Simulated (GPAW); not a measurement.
Consider BaCu2S2 (I4/mmm).

```cif
data_structure
_symmetry_space_group_name_H-M 'P 1'
_symmetry_Int_Tables_number 1
_cell_length_a 6.9006
_cell_length_b 6.9006
_cell_length_c 6.9006
_cell_angle_alpha 147.154
_cell_angle_beta 147.154
_cell_angle_gamma 47.135
_cell_volume 96.30
loop_
_atom_site_label
_atom_site_type_symbol
_atom_site_fract_x
_atom_site_fract_y
_atom_site_fract_z
_atom_site_occupancy
Ba1 Ba 0.00000 0.00000 0.00000 1
Cu2 Cu 0.25000 0.75000 0.50000 1
Cu3 Cu 0.75000 0.25000 0.50000 1
S4 S 0.35899 0.35899 0.00000 1
S5 S 0.64101 0.64101 0.00000 1
```

Absorber: atom 2, with 4 S at 2.39 Å (tetrahedral, site symmetry -4m2). Method: GPAW, LDA, full core hole (charged cell), 10-atom cell with 5.5 Å between holes, 4×4×4 k points, dipole transitions, Gaussian full width 1.55 eV up to 4 eV, rising linearly to 3.5 eV at 25 eV.

Q: Where do the maxima of the Cu K edge fall?

Main maxima up to 28 eV above the zero (height): 6.6 eV (1.51), 11.4 eV (1.22), 22.0 eV (1.09) and 27.4 eV (1.04). A K edge sees empty p states on the absorber. The total-energy difference plus the lowest empty eigenvalue puts the zero at 8991.49 eV. One term is added: -29.79 eV, since the hole is spin-paired here and a spin-polarised one costs that much less in the free atom (computed apart). The photon energy is then 8961.70 eV. The tabulated edge of the element is 8979 eV. The functional and the charged cell's background leave an error in such absolute values: in the free atom LDA prices this hole 18.3 eV below PBE (computed apart), and PBE is itself good to a few eV.

The Cu K spectrum (energy from the lowest empty level; intensity scaled to a mean of 1 over the first 20 eV; polarised curves are means over the symmetry-equivalent atoms):

| E (eV) | isotropic | ε ⊥ c | ε ∥ c |
| --- | --- | --- | --- |
| -2.0 | 0.00 | 0.00 | 0.00 |
| -1.5 | 0.00 | 0.00 | 0.00 |
| -1.0 | 0.00 | 0.00 | 0.00 |
| -0.5 | 0.01 | 0.00 | 0.01 |
| 0.0 | 0.02 | 0.02 | 0.03 |
| 0.5 | 0.07 | 0.06 | 0.09 |
| 1.0 | 0.15 | 0.13 | 0.20 |
| 1.5 | 0.27 | 0.24 | 0.34 |
| 2.0 | 0.42 | 0.39 | 0.49 |
| 2.5 | 0.58 | 0.57 | 0.60 |
| 3.0 | 0.72 | 0.75 | 0.66 |
| 3.5 | 0.82 | 0.88 | 0.71 |
| 4.0 | 0.88 | 0.93 | 0.79 |
| 4.5 | 0.92 | 0.93 | 0.91 |
| 5.0 | 1.00 | 0.97 | 1.08 |
| 5.5 | 1.19 | 1.13 | 1.31 |
| 6.0 | 1.41 | 1.34 | 1.54 |
| 6.5 | 1.50 | 1.43 | 1.64 |
| 7.0 | 1.44 | 1.38 | 1.57 |
| 7.5 | 1.30 | 1.24 | 1.43 |
| 8.0 | 1.17 | 1.10 | 1.31 |
| 8.5 | 1.06 | 1.00 | 1.19 |
| 9.0 | 0.99 | 0.95 | 1.07 |
| 9.5 | 0.99 | 0.98 | 1.00 |
| 10.0 | 1.06 | 1.08 | 1.01 |
| 10.5 | 1.15 | 1.20 | 1.05 |
| 11.0 | 1.21 | 1.28 | 1.07 |
| 11.5 | 1.22 | 1.30 | 1.05 |
| 12.0 | 1.19 | 1.28 | 1.02 |
| 12.5 | 1.16 | 1.24 | 0.99 |
| 13.0 | 1.13 | 1.21 | 0.97 |
| 13.5 | 1.12 | 1.20 | 0.96 |
| 14.0 | 1.12 | 1.20 | 0.97 |
| 14.5 | 1.12 | 1.18 | 0.99 |
| 15.0 | 1.11 | 1.16 | 1.02 |
| 15.5 | 1.10 | 1.12 | 1.05 |
| 16.0 | 1.09 | 1.10 | 1.08 |
| 16.5 | 1.10 | 1.09 | 1.12 |
| 17.0 | 1.11 | 1.09 | 1.16 |
| 17.5 | 1.11 | 1.08 | 1.18 |
| 18.0 | 1.10 | 1.06 | 1.18 |
| 18.5 | 1.07 | 1.03 | 1.16 |
| 19.0 | 1.05 | 1.01 | 1.14 |
| 19.5 | 1.04 | 1.01 | 1.12 |
| 20.0 | 1.05 | 1.02 | 1.10 |
| 20.5 | 1.06 | 1.05 | 1.08 |
| 21.0 | 1.07 | 1.07 | 1.07 |
| 21.5 | 1.09 | 1.09 | 1.07 |
| 22.0 | 1.09 | 1.10 | 1.07 |
| 22.5 | 1.08 | 1.09 | 1.07 |
| 23.0 | 1.07 | 1.07 | 1.07 |
| 23.5 | 1.05 | 1.04 | 1.06 |
| 24.0 | 1.02 | 1.01 | 1.05 |
| 24.5 | 1.00 | 0.99 | 1.03 |
| 25.0 | 0.99 | 0.98 | 1.02 |
| 25.5 | 1.00 | 0.99 | 1.00 |
| 26.0 | 1.01 | 1.02 | 0.99 |
| 26.5 | 1.02 | 1.04 | 0.98 |
| 27.0 | 1.03 | 1.07 | 0.97 |
| 27.5 | 1.04 | 1.08 | 0.95 |
| 28.0 | 1.02 | 1.07 | 0.93 |
| 28.5 | 1.00 | 1.04 | 0.90 |

The script folds with a Gaussian, whereas the core hole's own line is a Lorentzian, so the onset is too steep and the first peak too high. The holes are only 5.5 Å apart, so the shape is probably not converged with cell size; no larger cell was run here. The mesh is coarse (0.31 Å⁻¹ between points), so small maxima may be mesh ripples. Lifetime broadening is put in by hand, and intensities beyond about 20 eV depend on it and on the partial waves. The structure is a computed Materials Project entry and may be a hypothetical form.

[Banner, clock and machine lines of the logs are left out without a mark of their own.]

[Logs are printed without paths, hosts, clocks, repeated set-up lines and the standing remarks that a program may print on its own settings, such as how far it seeks lower states.]

[Hosts, paths, dates, database ids (printed as entryN), source tags and the programs' standing remarks are cut or masked in the printed files.]

[Lists of maxima count a maximum above −3 eV only where it reaches 4 % of the highest in the window and stands out from its surroundings by 2 % of it (1.5 % where it reaches 55 %); shoulders and weaker maxima are passed over, and of the rest the first, up to two pre-edge ones and the few strongest are named.]
